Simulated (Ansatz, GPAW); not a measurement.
# A 9-layer slab of Nb(100): work function by functional and basis, part 2 of 3

How far do functional and basis move the work function of a 9-layer slab of Nb(100)?

GPAW 26.7.0 and Ansatz 0.2.0; Ansatz plane waves; slab in vacuum with a dipole correction, relaxation (the session's first sound run).

So far, upper work function (eV): step 2 (relaxing the atoms) 3.62.

## (3) The slab's potential

The work function is the vacuum plateau of the electrostatic potential less the Fermi level; a dipole layer lets the two faces have plateaus of their own.

This step: GPAW, PAW setups; slab in vacuum (GPAW 26.7.0).

Input file run.py:

```python
import json
import numpy as np
from ase import Atoms
from gpaw import GPAW, PW

slab = Atoms(
    ['Nb', 'Nb', 'Nb', 'Nb', 'Nb', 'Nb', 'Nb', 'Nb', 'Nb'],
    positions=[
        [0.00000, 0.00000, 8.00000],
        [1.65000, 1.65000, 9.65000],
        [0.00000, 0.00000, 11.30000],
        [1.65000, 1.65000, 12.95000],
        [-0.00000, 0.00000, 14.61904],
        [1.65000, 1.65000, 16.24566],
        [-0.00000, 0.00000, 17.95973],
        [1.65000, 1.65000, 19.61243],
        [0.00000, 0.00000, 21.07836]],
    cell=[[3.3, 0.0, 0.0], [0.0, 3.3, 0.0], [0.0, 0.0, 29.2]],
    pbc=[True, True, False])

slab.calc = GPAW(mode=PW(400), xc='PBE', kpts={'size': (10, 10, 1), 'gamma': True},
                 occupations={'name': 'fermi-dirac', 'width': 0.1}, nbands='160%',
                 convergence={'density': 1e-05}, maxiter=200,
                 poissonsolver={'dipolelayer': 'xy'},
                 symmetry={'tolerance': 1e-3}, txt='slab.txt')
result = {}
energy = slab.get_potential_energy()
fermi = slab.calc.get_fermi_level()
v = slab.calc.get_electrostatic_potential().mean((0, 1)) - fermi
n = slab.calc.get_pseudo_density().mean((0, 1))
L = slab.cell[2, 2]
z = np.arange(len(v)) * L / len(v)
low, high = slab.positions[:, 2].min(), slab.positions[:, 2].max()
below, above = np.interp([low - 5.8, high + 5.8], z, v)
slopes = [np.interp(x, z, np.gradient(v, z)) for x in (low - 5.8, high + 5.8)]
eps = np.array([[slab.calc.get_eigenvalues(k, s) for k in range(len(slab.calc.get_ibz_k_points()))]
                for s in range(slab.calc.get_number_of_spins())]) - fermi
top, bottom = eps[eps < 0].max(), eps[eps > 0].min()
dipole = slab.get_dipole_moment()[2]
print(f'energy {energy:.4f} eV, Fermi level {fermi:.4f} eV, dipole {dipole:.5f} e A')
print(f'potential 5.8 A off the faces, from the Fermi level: lower {below:.4f} eV, upper {above:.4f} eV')
print(f'slope of the potential there: lower {slopes[0]:.5f}, upper {slopes[1]:.5f} eV/A')
print(f'nearest levels on the mesh: {top:.4f} and {bottom:.4f} eV')
print('magnetic moment', round(slab.get_magnetic_moment(), 3))
result.update(energy=energy, fermi=fermi, dipole=dipole, below=below, above=above, slopes=slopes, edges=[top, bottom],
              z=z.tolist(), v=v.tolist(), n=n.tolist(), positions=slab.positions.tolist(),
              forces=slab.get_forces(apply_constraint=False).tolist(), moments=slab.get_magnetic_moments().tolist())
json.dump(result, open('result.json', 'w'))
```

Started as:

```console
$ OMP_NUM_THREADS=1 OPENBLAS_NUM_THREADS=1 python run.py
```

Output:

```text
energy -89.7667 eV, Fermi level 4.1570 eV, dipole 0.00738 e A
potential 5.8 A off the faces, from the Fermi level: lower 3.7457 eV, upper 3.6247 eV
slope of the potential there: lower -0.00048, upper 0.00053 eV/A
nearest levels on the mesh: -0.0074 and 0.0072 eV
magnetic moment 0.0
```

Wall time 21 min (1 thread of Arm Neoverse N1, shared host); peak memory 0.42 GiB.

This step gave:

```
dipole along the normal                    : 0.007378 e·Å
levels nearest the Fermi level on the mesh : -0.007359, 0.007200 eV from the Fermi level
upper work function                        : 3.625 eV
lower work function                        : 3.746 eV
```

The electrostatic potential energy of an electron (without an applied field's), less the Fermi level, planar mean oscillates, so the rows of the table below give means over windows of 1.62 Å about each position, cut where the curve ends. Its maxima inside the range that stand out by 2 % of the span (Å: eV): 8.9: -6.35, 10.5: -6.36, 12.1: -6.33, 13.7: -6.08, 15.5: -6.61, 17.1: -5.53, 18.8: -6.36, 20.3: -9.12. Its minima: 8.0: -17.4, 9.6: -17.0, 11.2: -17.0, 13.0: -17.0, 14.6: -17.0, 16.2: -17.0, 18.0: -17.1, 19.6: -17.1, 21.1: -17.6.

The electrostatic potential energy of an electron (without an applied field's), less the Fermi level, planar mean by z; means over each step:

z (Å), electrostatic potential energy of an electron (without an applied field's), less the Fermi level, planar mean (eV) and a bar from the least value:
```
     0.81        3.7 ##############################
     2.43        3.7 ##############################
     4.05        3.7 ##############################
     5.67        3.3 #############################
     7.29       -6.2 #############
     8.91      -11.4 ####
    10.53      -11.4 ####
    12.15      -11.3 ####
    13.77      -11.0 ####
    15.39      -11.5 ###
    17.01      -10.6 #####
    18.63      -11.4 ####
    20.25      -13.5 
    21.87       -5.2 ##############
    23.49        3.3 #############################
    25.11        3.6 ##############################
    26.73        3.6 ##############################
    28.35        3.6 ##############################
```

The pseudo valence density, planar mean oscillates, so the rows of the table below give means over windows of 1.73 Å about each position, cut where the curve ends. Its maxima inside the range that stand out by 2 % of the span (Å: e/Å³): 8.0: 1.13, 9.7: 1.12, 11.2: 1.14, 13.0: 1.15, 14.7: 1.12, 16.2: 1.15, 18.0: 1.15, 19.7: 1.16, 21.0: 1.11. Its minima: 8.9: 0.411, 10.4: 0.410, 12.1: 0.399, 13.8: 0.394, 15.4: 0.419, 17.1: 0.367, 18.8: 0.399, 20.3: 0.511.

Table of pseudo valence density, planar mean by z; means over each step:

z (Å), pseudo valence density, planar mean (e/Å³) and a bar:
```
     2.59       0.00 
     4.32       0.00 
     6.05       0.02 #
     7.78       0.62 ########################
     9.51       0.71 ###########################
    11.24       0.71 ###########################
    12.97       0.71 ###########################
    14.70       0.71 ###########################
    16.43       0.70 ###########################
    18.16       0.71 ###########################
    19.89       0.78 ##############################
    21.62       0.53 ####################
    23.35       0.01 
    25.08       0.00 
    26.81       0.00
```

Force by atom:

```tsv
atom	x (eV/Å)	y (eV/Å)	z (eV/Å)	size
Nb1	0.00	0.00	1.03	1.03
Nb2	0.00	0.00	-0.84	0.84
Nb3	0.00	0.00	-0.51	0.51
Nb4	0.00	0.00	0.37	0.37
Nb5	0.00	0.00	0.00	0.00
Nb6	0.00	0.00	0.00	0.00
Nb7	0.00	0.00	0.01	0.01
Nb8	0.00	0.00	-0.01	0.01
Nb9	0.00	0.00	-0.05	0.05
```

The potential is flat to 5.3e-4 eV/Å where it is read, so the vacuum is wide enough. The geometry is the other program's minimum; here the largest force on a free atom is 0.046 eV/Å.

## (4) Self-consistent run: xc = "RPBE"

The same geometry under RPBE, to see how far the functional moves the levels against the vacuum.

Edit run.py of step 3 so:

```diff
@@ -20,3 +20,3 @@
 
-slab.calc = GPAW(mode=PW(400), xc='PBE', kpts={'size': (10, 10, 1), 'gamma': True},
+slab.calc = GPAW(mode=PW(400), xc='RPBE', kpts={'size': (10, 10, 1), 'gamma': True},
                  occupations={'name': 'fermi-dirac', 'width': 0.1}, nbands='160%',
```

Output:

```text
energy -85.3255 eV, Fermi level 4.2689 eV, dipole 0.00765 e A
potential 5.8 A off the faces, from the Fermi level: lower 3.5952 eV, upper 3.4696 eV
slope of the potential there: lower -0.00058, upper 0.00062 eV/A
nearest levels on the mesh: -0.0090 and 0.0069 eV
magnetic moment 0.0
```

The job ended after 23 min (1 thread; peak memory 0.42 GiB).

This step gave:

```yaml
dipole_along_the_normal: 0.007654 e·Å
levels_nearest_the_fermi_level_on_the_mesh: -0.008976, 0.006888 eV from the Fermi level
upper_work_function: 3.470 eV
lower_work_function: 3.595 eV
```

The electrostatic potential energy of an electron (without an applied field's), less the Fermi level, planar mean oscillates, so the rows of the table below give means over windows of 1.62 Å about each position, cut where the curve ends. Its maxima inside the range that stand out by 2 % of the span (Å: eV): 8.9: -6.43, 10.5: -6.44, 12.1: -6.42, 13.7: -6.16, 15.5: -6.70, 17.1: -5.61, 18.8: -6.44, 20.3: -9.19. Its minima: 8.0: -17.5, 9.6: -17.1, 11.2: -17.0, 13.0: -17.1, 14.6: -17.1, 16.2: -17.1, 18.0: -17.2, 19.6: -17.2, 21.1: -17.6.

Table of electrostatic potential energy of an electron (without an applied field's), less the Fermi level, planar mean by z; means over each step:

```tsv
z (Å)	electrostatic potential energy of an electron (without an applied field's), less the Fermi level, planar mean (eV)
0.81	3.59
2.43	3.59
4.05	3.58
5.67	3.15
7.29	-6.32
8.91	-11.5
10.53	-11.4
12.15	-11.4
13.77	-11.1
15.39	-11.6
17.01	-10.7
18.63	-11.4
20.25	-13.6
21.87	-5.31
23.49	3.12
25.11	3.46
26.73	3.47
28.35	3.47
```

The pseudo valence density, planar mean oscillates, so the rows of the table below give means over windows of 1.73 Å about each position, cut where the curve ends. Its maxima inside the range that stand out by 2 % of the span (Å: e/Å³): 8.0: 1.13, 9.7: 1.12, 11.2: 1.14, 13.0: 1.15, 14.7: 1.12, 16.2: 1.15, 18.0: 1.15, 19.7: 1.16, 21.0: 1.11. Its minima: 8.9: 0.411, 10.4: 0.409, 12.1: 0.398, 13.8: 0.393, 15.4: 0.419, 17.1: 0.366, 18.8: 0.398, 20.3: 0.511.

Pseudo valence density, planar mean against z; means over each step:

z (Å), pseudo valence density, planar mean (e/Å³) and a bar:
```
     2.59       0.00 
     4.32       0.00 
     6.05       0.02 #
     7.78       0.62 ########################
     9.51       0.71 ###########################
    11.24       0.71 ###########################
    12.97       0.71 ###########################
    14.70       0.71 ###########################
    16.43       0.70 ###########################
    18.16       0.71 ###########################
    19.89       0.78 ##############################
    21.62       0.53 ####################
    23.35       0.01 
    25.08       0.00 
    26.81       0.00
```

Force by atom:

```tsv
atom	x (eV/Å)	y (eV/Å)	z (eV/Å)	size
Nb1	0.000	0.000	0.828	0.828
Nb2	0.000	0.000	-0.845	0.845
Nb3	0.000	0.000	-0.514	0.514
Nb4	0.000	0.000	0.371	0.371
Nb5	0.000	0.000	-0.006	0.006
Nb6	0.000	0.000	0.009	0.009
Nb7	0.000	0.000	0.000	0.000
Nb8	0.000	0.000	-0.016	0.016
Nb9	0.000	0.000	0.173	0.173
```

The upper face's work function is 3.470 eV, against 3.625 eV in the first plane-wave PBE run at this geometry.

## (5) Self-consistent run: xc = "revPBE"

The same geometry under revPBE, to see how far the functional moves the levels against the vacuum.

Edit run.py of step 4 so:

```diff
@@ -20,3 +20,3 @@
 
-slab.calc = GPAW(mode=PW(400), xc='RPBE', kpts={'size': (10, 10, 1), 'gamma': True},
+slab.calc = GPAW(mode=PW(400), xc='revPBE', kpts={'size': (10, 10, 1), 'gamma': True},
                  occupations={'name': 'fermi-dirac', 'width': 0.1}, nbands='160%',
```

Output:

```text
energy -86.2474 eV, Fermi level 4.2477 eV, dipole 0.00770 e A
potential 5.8 A off the faces, from the Fermi level: lower 3.6136 eV, upper 3.4873 eV
slope of the potential there: lower -0.00054, upper 0.00058 eV/A
nearest levels on the mesh: -0.0086 and 0.0067 eV
magnetic moment 0.0
```

Elapsed: 24 min, on 1 thread; peak memory 0.42 GiB.

This step gave:

```yaml
dipole_along_the_normal: 0.007695 e·Å
levels_nearest_the_fermi_level_on_the_mesh: -0.008608, 0.006685 eV from the Fermi level
upper_work_function: 3.487 eV
lower_work_function: 3.614 eV
```

The upper face's work function is 3.487 eV, against 3.625 eV in the first plane-wave PBE run at this geometry.

## (6) Self-consistent run: xc = "LDA"

The same geometry under LDA, to see how far the functional moves the levels against the vacuum.

Edit run.py of step 5 so:

```diff
@@ -20,3 +20,3 @@
 
-slab.calc = GPAW(mode=PW(400), xc='revPBE', kpts={'size': (10, 10, 1), 'gamma': True},
+slab.calc = GPAW(mode=PW(400), xc='LDA', kpts={'size': (10, 10, 1), 'gamma': True},
                  occupations={'name': 'fermi-dirac', 'width': 0.1}, nbands='160%',
```

Output:

```text
energy -98.7599 eV, Fermi level 3.8917 eV, dipole 0.00651 e A
potential 5.8 A off the faces, from the Fermi level: lower 4.0063 eV, upper 3.8998 eV
slope of the potential there: lower -0.00039, upper 0.00045 eV/A
nearest levels on the mesh: -0.0002 and 0.0004 eV
magnetic moment 0.0
```

Wall time 20 min (1 thread); peak memory 0.42 GiB.

This step gave:

- dipole along the normal: 0.006506 e·Å
- levels nearest the Fermi level on the mesh: -2.15e-4, 3.57e-4 eV from the Fermi level
- upper work function: 3.900 eV
- lower work function: 4.006 eV

The electrostatic potential energy of an electron (without an applied field's), less the Fermi level, planar mean oscillates, so the rows of the table below give means over windows of 1.62 Å about each position, cut where the curve ends. Its maxima inside the range that stand out by 2 % of the span (Å: eV): 8.9: -6.06, 10.5: -6.07, 12.1: -6.04, 13.7: -5.79, 15.5: -6.32, 17.1: -5.24, 18.8: -6.07, 20.3: -8.83. Its minima: 8.0: -17.2, 9.6: -16.8, 11.2: -16.7, 13.0: -16.8, 14.6: -16.8, 16.2: -16.8, 18.0: -16.9, 19.6: -16.9, 21.1: -17.3.

Table of electrostatic potential energy of an electron (without an applied field's), less the Fermi level, planar mean by z; means over each step:

```tsv
z (Å)	electrostatic potential energy of an electron (without an applied field's), less the Fermi level, planar mean (eV)
0.81	4.00
2.43	4.01
4.05	3.99
5.67	3.57
7.29	-5.97
8.91	-11.1
10.53	-11.1
12.15	-11.1
13.77	-10.8
15.39	-11.3
17.01	-10.4
18.63	-11.1
20.25	-13.3
21.87	-4.96
23.49	3.56
25.11	3.89
26.73	3.90
28.35	3.90
```

The upper face's work function is 3.900 eV, against 3.625 eV in the first plane-wave PBE run at this geometry.

## (7) Self-consistent run: xc = "vdW-DF2"

The same geometry under vdW-DF2, to see how far the functional moves the levels against the vacuum (the van der Waals functionals take revPBE setups).

Edit run.py of step 6 so:

```diff
@@ -20,3 +20,3 @@
 
-slab.calc = GPAW(mode=PW(400), xc='LDA', kpts={'size': (10, 10, 1), 'gamma': True},
+slab.calc = GPAW(mode=PW(400), xc='vdW-DF2', kpts={'size': (10, 10, 1), 'gamma': True},
                  occupations={'name': 'fermi-dirac', 'width': 0.1}, nbands='160%',
```

Output:

```text
energy -808.5254 eV, Fermi level 4.0752 eV, dipole 0.00553 e A
potential 5.8 A off the faces, from the Fermi level: lower 4.1560 eV, upper 4.0659 eV
slope of the potential there: lower -0.00085, upper 0.00092 eV/A
nearest levels on the mesh: -0.0172 and 0.0020 eV
magnetic moment 0.0
```

The job ended after 21 min (1 thread; peak memory 0.59 GiB).

Numbers from this step:

| Property | Result |
| --- | --- |
| dipole along the normal | 0.005530 e·Å |
| levels nearest the Fermi level on the mesh | -0.01725, 0.001979 eV from the Fermi level |
| upper work function | 4.066 eV |
| lower work function | 4.156 eV |

The electrostatic potential energy of an electron (without an applied field's), less the Fermi level, planar mean oscillates, so the rows of the table below give means over windows of 1.62 Å about each position, cut where the curve ends. Its maxima inside the range that stand out by 2 % of the span (Å: eV): 8.9: -6.56, 10.5: -6.59, 12.1: -6.57, 13.7: -6.31, 15.5: -6.85, 17.1: -5.77, 18.8: -6.60, 20.3: -9.32. Its minima: 8.0: -17.5, 9.6: -17.2, 11.2: -17.2, 13.0: -17.2, 14.6: -17.2, 16.2: -17.2, 18.0: -17.3, 19.6: -17.4, 21.1: -17.7.

Table of electrostatic potential energy of an electron (without an applied field's), less the Fermi level, planar mean by z; means over each step:

```tsv
z (Å)	electrostatic potential energy of an electron (without an applied field's), less the Fermi level, planar mean (eV)
0.81	4.15
2.43	4.16
4.05	4.13
5.67	3.61
7.29	-6.22
8.91	-11.6
10.53	-11.6
12.15	-11.6
13.77	-11.3
15.39	-11.8
17.01	-10.8
18.63	-11.6
20.25	-13.7
21.87	-5.21
23.49	3.62
25.11	4.05
26.73	4.07
28.35	4.07
```

The upper face's work function is 4.066 eV, against 3.625 eV in the first plane-wave PBE run at this geometry.

## (8) OptPBE vdW: xc = "optPBE-vdW"

The same geometry under optPBE-vdW, to see how far the functional moves the levels against the vacuum (the van der Waals functionals take revPBE setups).

Edit run.py of step 7 so:

```diff
@@ -20,3 +20,3 @@
 
-slab.calc = GPAW(mode=PW(400), xc='vdW-DF2', kpts={'size': (10, 10, 1), 'gamma': True},
+slab.calc = GPAW(mode=PW(400), xc='optPBE-vdW', kpts={'size': (10, 10, 1), 'gamma': True},
                  occupations={'name': 'fermi-dirac', 'width': 0.1}, nbands='160%',
```

Output:

```text
energy -209.5393 eV, Fermi level 4.0583 eV, dipole 0.00637 e A
potential 5.8 A off the faces, from the Fermi level: lower 3.9685 eV, upper 3.8642 eV
slope of the potential there: lower -0.00084, upper 0.00088 eV/A
nearest levels on the mesh: -0.0031 and 0.0038 eV
magnetic moment 0.0
```

Run time: 21 min. Hardware: 1 thread; peak memory 0.59 GiB.

This step gave:

| Item | Value |
| --- | --- |
| dipole along the normal | 0.006373 e·Å |
| levels nearest the Fermi level on the mesh | -0.003139, 0.003792 eV from the Fermi level |
| upper work function | 3.864 eV |
| lower work function | 3.969 eV |

The electrostatic potential energy of an electron (without an applied field's), less the Fermi level, planar mean oscillates, so the rows of the table below give means over windows of 1.62 Å about each position, cut where the curve ends. Its maxima inside the range that stand out by 2 % of the span (Å: eV): 8.9: -6.36, 10.5: -6.38, 12.1: -6.35, 13.7: -6.10, 15.5: -6.63, 17.1: -5.55, 18.8: -6.38, 20.3: -9.12. Its minima: 8.0: -17.4, 9.6: -17.0, 11.2: -17.0, 13.0: -17.0, 14.6: -17.0, 16.2: -17.0, 18.0: -17.1, 19.6: -17.1, 21.1: -17.5.

Table of electrostatic potential energy of an electron (without an applied field's), less the Fermi level, planar mean by z; means over each step:

```tsv
z (Å)	electrostatic potential energy of an electron (without an applied field's), less the Fermi level, planar mean (eV)
0.81	3.96
2.43	3.97
4.05	3.95
5.67	3.46
7.29	-6.17
8.91	-11.4
10.53	-11.4
12.15	-11.3
13.77	-11.1
15.39	-11.6
17.01	-10.6
18.63	-11.4
20.25	-13.5
21.87	-5.16
23.49	3.46
25.11	3.85
26.73	3.86
28.35	3.87
```

The upper face's work function is 3.864 eV, against 3.625 eV in the first plane-wave PBE run at this geometry.

## (9) Real-space grid: mode = "fd"

A real-space grid is a second complete basis, so it checks the plane-wave result.

Edit run.py of step 8 so:

```diff
@@ -3,3 +3,3 @@
 from ase import Atoms
-from gpaw import GPAW, PW
+from gpaw import GPAW
 
@@ -20,3 +20,3 @@
 
-slab.calc = GPAW(mode=PW(400), xc='optPBE-vdW', kpts={'size': (10, 10, 1), 'gamma': True},
+slab.calc = GPAW(mode='fd', h=0.18, xc='PBE', kpts={'size': (10, 10, 1), 'gamma': True},
                  occupations={'name': 'fermi-dirac', 'width': 0.1}, nbands='160%',
```

Output:

```text
energy -89.9270 eV, Fermi level -3.6847 eV, dipole 0.00731 e A
potential 5.8 A off the faces, from the Fermi level: lower 3.7453 eV, upper 3.6238 eV
slope of the potential there: lower -0.00038, upper 0.00034 eV/A
nearest levels on the mesh: -0.0077 and 0.0072 eV
magnetic moment 0.0
```

The job ended after 2.3 h (1 thread; peak memory 3 GiB).

Numbers from this step:

- dipole along the normal: 0.007312 e·Å
- levels nearest the Fermi level on the mesh: -0.007726, 0.007220 eV from the Fermi level
- upper work function: 3.624 eV
- lower work function: 3.745 eV

The electrostatic potential energy of an electron (without an applied field's), less the Fermi level, planar mean oscillates, so the rows of the table below give means over windows of 1.6 Å about each position, cut where the curve ends. Its maxima inside the range that stand out by 2 % of the span (Å: eV): 8.9: -6.45, 10.5: -6.38, 12.1: -6.34, 13.8: -6.00, 15.4: -6.60, 17.1: -5.52, 18.8: -6.33, 20.4: -9.22. Its minima: 8.0: -17.4, 9.6: -17.0, 11.3: -17.1, 12.9: -17.0, 14.6: -17.0, 16.2: -16.9, 18.0: -17.1, 19.6: -17.2, 21.1: -17.5.

The electrostatic potential energy of an electron (without an applied field's), less the Fermi level, planar mean by z; means over each step:

z (Å), electrostatic potential energy of an electron (without an applied field's), less the Fermi level, planar mean (eV) and a bar from the least value:
```
     0.80        3.7 ##############################
     2.40        3.7 ##############################
     4.00        3.7 ##############################
     5.60        3.4 #############################
     7.20       -5.1 ##############
     8.80      -11.4 ###
    10.40      -11.3 ###
    12.00      -11.3 ###
    13.60      -11.0 ####
    15.20      -11.5 ###
    16.80      -10.8 ####
    18.40      -11.5 ###
    20.00      -13.0 
    21.60       -8.3 ########
    23.20        3.0 #############################
    24.80        3.6 ##############################
    26.40        3.6 ##############################
    28.00        3.6 ##############################
```

The upper face's work function is 3.624 eV, against 3.625 eV in the first plane-wave PBE run at this geometry.

## (10) All levels side by side

Times are for 1 thread of Arm Neoverse N1, shared host. Results by setting:

```tsv
no.	run	upper work function (eV)	lower work function (eV)	time	memory (GiB)
1	pw	3.625	3.746	21 min	0.42
2	RPBE	3.470	3.595	23 min	0.42
3	revPBE	3.487	3.614	24 min	0.42
4	LDA	3.900	4.006	20 min	0.42
5	vdW DF2	4.066	4.156	21 min	0.59
6	optPBE vdW	3.864	3.969	21 min	0.59
7	fd	3.624	3.745	2.3 h	3
```

[end of part 2 of 3]

[Logs are printed without paths, hosts, clocks, repeated set-up lines and the standing remarks that a program may print on its own settings, such as how far it seeks lower states.]

[Hosts, paths, dates, database ids (printed as entryN), source tags and the programs' standing remarks are cut or masked in the printed files.]
